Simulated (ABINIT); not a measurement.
**Quasiparticle gap of Y2CrH6 (Fm-3m) in ABINIT**

Wanted: ground state, empty states, screening and self-energy for Y2CrH6 (Fm-3m).

Calculated with ABINIT 10.8.3; LDA and many-body steps on it, plane waves.

### Step 1. The structure

Symmetry: Fm-3m, No. 225, cubic system. The conventional cell has a = 6.999 Å, b = 6.999 Å, c = 6.999 Å, α = 90.00°, β = 90.00°, γ = 90.00°. Nearest to Y lie 12 H at 2.47 Å. Nearest to Cr lie 6 H at 1.72 Å. Nearest to H lie 1 Cr at 1.72 Å and 4 H at 2.43 Å and 4 Y at 2.47 Å. Farther neighbours are not listed.

The cell and positions are those that the Materials Project relaxed with its own functionals (PBE, PBE+U or r2SCAN), kept fixed.

### Step 2. Ground state

This step: ABINIT 10.8.3; DFT, LDA, plane waves, norm-conserving pseudopotentials.

The ground-state density comes first.

Contents of run.abi:

```
acell 3*1.0 Angstrom
rprim 
  0.000000000000 3.499313000000 3.499313000000
  3.499313000000 0.000000000000 3.499313000000
  3.499313000000 3.499313000000 -0.000000000000
ntypat 3
znucl 39 24 1
natom 9
typat 1 1 2 3 3 3 3 3 3
xred 
  0.750000000000 0.750000000000 0.750000000000
  0.250000000000 0.250000000000 0.250000000000
  0.000000000000 0.000000000000 0.000000000000
  0.754389000000 0.754389000000 0.245611000000
  0.245611000000 0.754389000000 0.245611000000
  0.754389000000 0.245611000000 0.245611000000
  0.245611000000 0.245611000000 0.754389000000
  0.754389000000 0.245611000000 0.754389000000
  0.245611000000 0.754389000000 0.754389000000
pp_dirpath "pseudos"
pseudos "Y.upf, Cr.upf, H.upf"
ecut 43
ngkpt 6 6 6
nshiftk 1
shiftk 0 0 0
kptopt 1
chksymbreak 0
nband 29
occopt 1
tolvrs 1e-10
nstep 60
prtwf 0
optforces 0
optstress 0
indata_prefix "in"
outdata_prefix "out"
tmpdata_prefix "tmp"
```

Run with:

```bash
OMP_NUM_THREADS=1 mpirun -n 4 abinit run.abi > log
```

Numbers of over 12 decimals in the logs are rounded to 6 here.

What it wrote:

```text
.Version 10.8.3 of ABINIT. v10.8.2 released Aug 2026.

 Symmetries : space group Fm -3 m (#225); Bravais cF (face-center cubic)
================================================================================
 Values of the parameters that define the memory need of the present run
     intxc =       0    ionmov =       0      iscf =       7    lmnmax =       6
     lnmax =       6     mgfft =      60  mpssoang =       3    mqgrid =    3001
     natom =       9  nloc_mem =       1    nspden =       1   nspinor =       1
    nsppol =       1      nsym =      48    n1xccc =    2501    ntypat =       3
    occopt =       1   xclevel =       1
-    mband =          29        mffmem =           1         mkmem =           4
       mpw =        7828          nfft =      216000          nkpt =          16
================================================================================
  Rough estimation (10% accuracy) of disk space for files :
================================================================================

--------------------------------------------------------------------------------
------------- Echo of variables that govern the present computation ------------
--------------------------------------------------------------------------------
 -outvars: echo values of preprocessed input variables --------
            acell      1.8897261259E+00  1.8897261259E+00  1.8897261259E+00 Bohr

      chksymbreak           0
             ecut      4.30000000E+01 Hartree
-          fftalg         312

              ixc       -1012
              kpt      0.00000000E+00  0.00000000E+00  0.00000000E+00
                       1.66666667E-01  0.00000000E+00  0.00000000E+00
                       3.33333333E-01  0.00000000E+00  0.00000000E+00
                       5.00000000E-01  0.00000000E+00  0.00000000E+00
                       1.66666667E-01  1.66666667E-01  0.00000000E+00
                       3.33333333E-01  1.66666667E-01  0.00000000E+00
                       5.00000000E-01  1.66666667E-01  0.00000000E+00
                      -3.33333333E-01  1.66666667E-01  0.00000000E+00
                      -1.66666667E-01  1.66666667E-01  0.00000000E+00
   [... 5 further rows ...]
                      -3.33333333E-01  3.33333333E-01  1.66666667E-01
                      -3.33333333E-01  5.00000000E-01  1.66666667E-01
         kptrlatt        6    0    0      0    6    0      0    0    6
          kptrlen      5.61109867E+01
P           mkmem           4
            natom           9
            nband          29
            ngfft          60      60      60
             nkpt          16
            nstep          60
             nsym          48
           ntypat           3
              occ      2.000000  2.000000  2.000000  2.000000  2.000000  2.000000
                       2.000000  2.000000  2.000000  2.000000  2.000000  2.000000
                       2.000000  2.000000  2.000000  2.000000  2.000000  2.000000
                       2.000000  2.000000  2.000000  0.000000  0.000000  0.000000
                       0.000000  0.000000  0.000000  0.000000  0.000000
        optforces           0
        optstress           0
            prtwf           0
            rprim      0.0000000000E+00  3.4993130000E+00  3.4993130000E+00
[...]
spgroup         225

           tolvrs      1.00000000E-10

             xred      7.5000000000E-01  7.5000000000E-01  7.5000000000E-01
[...]
znucl       39.00000   24.00000    1.00000

================================================================================

 chkinp: Checking input parameters for consistency.

================================================================================
== DATASET  1 ==================================================================
-   mpi_nproc: 4, omp_nthreads: 1 (-1 if OMP is not activated)

--- !DatasetInfo
iteration_state: {dtset: 1, }
dimensions: {natom: 9, nkpt: 16, mband: 29, nsppol: 1, nspinor: 1, nspden: 1, mpw: 7828, }
cutoff_energies: {ecut:  43.0, pawecutdg:  -1.0, }
electrons: {nelect:   4.20000000E+01, charge:   0.00000000E+00, occopt:   1.00000000E+00, tsmear:   1.00000000E-02, }

 Real(R)+Recip(G) space primitive vectors, cartesian coordinates (Bohr,Bohr^-1):
 R(1)=  0.0000000  6.6127432  6.6127432  G(1)= -0.0756116  0.0756116  0.0756116
 R(2)=  6.6127432  0.0000000  6.6127432  G(2)=  0.0756116 -0.0756116  0.0756116
 R(3)=  6.6127432  6.6127432  0.0000000  G(3)=  0.0756116  0.0756116 -0.0756116
 Unit cell volume ucvol=  5.7832900E+02 bohr^3
 Angles (23,13,12)=  6.00000000E+01  6.00000000E+01  6.00000000E+01 degrees

 getcut: wavevector=  0.0000  0.0000  0.0000  ngfft=  60  60  60
         ecut(hartree)=     43.000   => boxcut(ratio)=   2.17348

--- Pseudopotential description ------------------------------------------------
- Y Generated using ONCVPSP code by D. R. Hamann
- 39.00000  11.00000  180309                  znucl, zion, pspdat
12 -1012 2 -1 1724                            pspcod,pspxc,lmax,lloc,mmax
     nproj     2     2     2
  pspatm : epsatm=   18.49213021
         --- l  ekb(1:nproj) -->
[...]
pspatm: atomic psp has been read  and splines computed

- Cr Generated using ONCVPSP code by D. R. Hamann
- 24.00000  14.00000  180309                  znucl, zion, pspdat
[...]
-  1.00000   1.00000  180309                  znucl, zion, pspdat
12 -1012 1 -1 1180                            pspcod,pspxc,lmax,lloc,mmax
     nproj     2     1     0
  pspatm : epsatm=    0.35439867
         --- l  ekb(1:nproj) -->
[...]
1   -0.275071
 pspatm: atomic psp has been read  and splines computed

   2.37083730E+03                                ecore*ucvol(ha*bohr**3)
--------------------------------------------------------------------------------

_setup2: Arith. and geom. avg. npw (full set) are    7791.708    7791.691

================================================================================

--- !BeginCycle
iteration_state: {dtset: 1, }
solver: {iscf: 7, nstep: 60, nline: 4, wfoptalg: 0, }
tolerances: {tolvrs: 1.00E-10, }

     iter   Etot(hartree)      deltaE(h)  residm     vres2
 ETOT  1  -172.94565265914    -1.729E+02 1.150E-01 7.984E+03
 ETOT  2  -161.52577104792     1.142E+01 9.496E-02 1.166E+05
 ETOT  3  -173.25352569283    -1.173E+01 2.713E-02 1.062E+04
 ETOT  4  -173.31376688535    -6.024E-02 5.910E-02 1.049E+04
 ETOT  5  -173.74552437083    -4.318E-01 9.771E-03 5.032E+03
 ETOT  6  -174.25257091198    -5.070E-01 2.951E-03 2.771E+02
 ETOT  7  -174.19279374074     5.978E-02 3.556E-03 8.566E+02
 ETOT  8  -174.28896362096    -9.617E-02 9.208E-04 8.166E+00
 ETOT  9  -174.28718518078     1.778E-03 2.349E-03 2.714E+01
 ETOT 10  -174.29029428302    -3.109E-03 4.238E-04 5.941E-02
[...]
ETOT 14  -174.29030115935    -4.835E-10 2.640E-04 1.616E-06
 ETOT 15  -174.29030115973    -3.794E-10 1.461E-03 1.914E-08
 ETOT 16  -174.29030115975    -1.842E-11 2.231E-04 1.154E-08
 ETOT 17  -174.29030115975     1.648E-12 1.187E-03 1.557E-10
 ETOT 18  -174.29030115973     1.100E-11 1.931E-04 9.836E-12

 At SCF step   18       vres2   =  9.84E-12 < tolvrs=  1.00E-10 =>converged.

--- !ResultsGS
iteration_state: {dtset: 1, }
comment   : Summary of ground state results
lattice_vectors:
- [  0.0000000,   6.6127432,   6.6127432, ]
- [  6.6127432,   0.0000000,   6.6127432, ]
- [  6.6127432,   6.6127432,  -0.0000000, ]
lattice_lengths: [   9.35183,    9.35183,    9.35183, ]
lattice_angles: [ 60.000,  60.000,  60.000, ] # degrees, (23, 13, 12)
lattice_volume:   5.7832900E+02
convergence: {deltae:  1.100E-11, res2:  9.836E-12, residm:  1.931E-04, diffor:  0.000E+00, }
etotal    :  -1.74290301E+02
entropy   :   0.00000000E+00
fermie    :   2.78205044E-01
cartesian_stress_tensor: null
pressure_GPa: null
xred      :
- [  7.5000E-01,   7.5000E-01,   7.5000E-01,  Y]
- [  2.5000E-01,   2.5000E-01,   2.5000E-01,  Y]
- [  0.0000E+00,   0.0000E+00,   0.0000E+00, Cr]
- [  7.5439E-01,   7.5439E-01,   2.4561E-01,  H]
- [  2.4561E-01,   7.5439E-01,   2.4561E-01,  H]
- [  7.5439E-01,   2.4561E-01,   2.4561E-01,  H]
- [  2.4561E-01,   2.4561E-01,   7.5439E-01,  H]
- [  7.5439E-01,   2.4561E-01,   7.5439E-01,  H]
- [  2.4561E-01,   7.5439E-01,   7.5439E-01,  H]
cartesian_forces: null
force_length_stats: {min: null, max: null, mean: null, }

 Integrated electronic density in atomic spheres:
 ------------------------------------------------
 Atom  Sphere_radius  Integrated_density
[...]
================================================================================

 ----iterations are completed or convergence reached----

 Mean square residual over all n,k,spin=   11.010E-07; max=  19.311E-05
 reduced coordinates (array xred) for    9 atoms
[...]
0.245611000000      0.754389000000      0.245611000000
       0.754389000000      0.245611000000      0.245611000000
       0.245611000000      0.245611000000      0.754389000000
       0.754389000000      0.245611000000      0.754389000000
       0.245611000000      0.754389000000      0.754389000000
 rms dE/dt=  0.0000E+00; max dE/dt=  0.0000E+00; dE/dt below (all hartree)
    1       0.000000000000      0.000000000000      0.000000000000
    2       0.000000000000      0.000000000000      0.000000000000
    3       0.000000000000      0.000000000000      0.000000000000
    4       0.000000000000      0.000000000000      0.000000000000
    5       0.000000000000      0.000000000000      0.000000000000
    6       0.000000000000      0.000000000000      0.000000000000
    7       0.000000000000      0.000000000000      0.000000000000
    8       0.000000000000      0.000000000000      0.000000000000
    9       0.000000000000      0.000000000000      0.000000000000

 cartesian coordinates (angstrom) at end:
    1      5.248970     5.248970     5.248970
[...]
5      3.499313     1.718940     3.499313
    6      1.718940     3.499313     3.499313
    7      3.499313     3.499313     1.718940
    8      3.499313     5.279686     3.499313
    9      5.279686     3.499313     3.499313
 length scales=  1.889726125908  1.889726125908  1.889726125908 bohr
              =  1.000000000000  1.000000000000  1.000000000000 angstroms
 prteigrs : about to open file out_EIG
 Fermi (or HOMO) energy (hartree) =   0.27821   Average Vxc (hartree)=  -0.40467
 Eigenvalues (hartree) for nkpt=  16  k points:
 kpt#   1, nband= 29, wtk=  0.00463, kpt=  0.0000  0.0000  0.0000 (reduced coord)
  -2.28663   -1.27657   -1.27310   -1.24917   -1.24917   -1.24917   -0.54853   -0.54853
  -0.54853   -0.53702   -0.53702   -0.53702   -0.03867    0.10971    0.10971    0.10971
   0.11675    0.11675    0.27821    0.27821    0.27821    0.34846    0.34846    0.41367
   0.45105    0.45105    0.45105    0.50513    0.50524
 prteigrs : prtvol=0 or 1, do not print more k-points.

--- !EnergyTerms
iteration_state     : {dtset: 1, }
comment             : Components of total free energy in Hartree
kinetic             :  6.48668503785858E+01
hartree             :  4.42649533123127E+01
xc                  : -3.10819523505788E+01
Ewald energy        : -1.12451040550740E+02
psp_core            :  4.09946123155419E+00
local_psp           : -1.45248657900271E+02
non_local_psp       :  1.26008471940256E+00
total_energy        : -1.74290301159734E+02
total_energy_eV     : -4.74268070378588E+03
band_energy         : -2.08722439968689E+01

== END DATASET(S) ==============================================================
================================================================================

 -outvars: echo values of variables after computation  --------
           etotal     -1.7429030116E+02
            nband          29
             nkpt          16
          spgroup         225
 [... the other variables as echoed above ...]

 Calculation completed.
```

Elapsed: 77 s, on 4 MPI ranks of Arm Neoverse V1, shared host; peak memory 0.49 GiB.

Numbers from this step:

```
total energy               : -4742.6807 eV
gap                        : 0.2463 eV
k of the valence top       : 0, 0, 0
k of the conduction bottom : 0.5, 0.5, 0
least direct gap           : 0.4699 eV
```

The gap is indirect, with the least direct gap 0.22 eV higher.

(Part 1 of 3 ends here.)

[Paths, hosts, dates, memory and timing lines, banners, echoed tables and standing remarks are left out of the program output.]

[Logs are printed without paths, hosts, clocks, repeated set-up lines and the standing remarks that a program may print on its own settings, such as how far it seeks lower states.]

[Runs of the session that timed out or met a known fault of the program may be left out.]

[Hosts, paths, dates, database ids (printed as entryN), source tags and the programs' standing remarks are cut or masked in the printed files.]

[G0W0 gaps are taken among the corrected bands and points alone; a level outside them can change the order at an edge.]

[Where Ansatz stands beside ABINIT at settings called matched, ABINIT's density can come from a denser mesh and the files from another edition; pairs whose starting gaps differed by over 0.03 eV were left out, so agreement reads better than it is.]
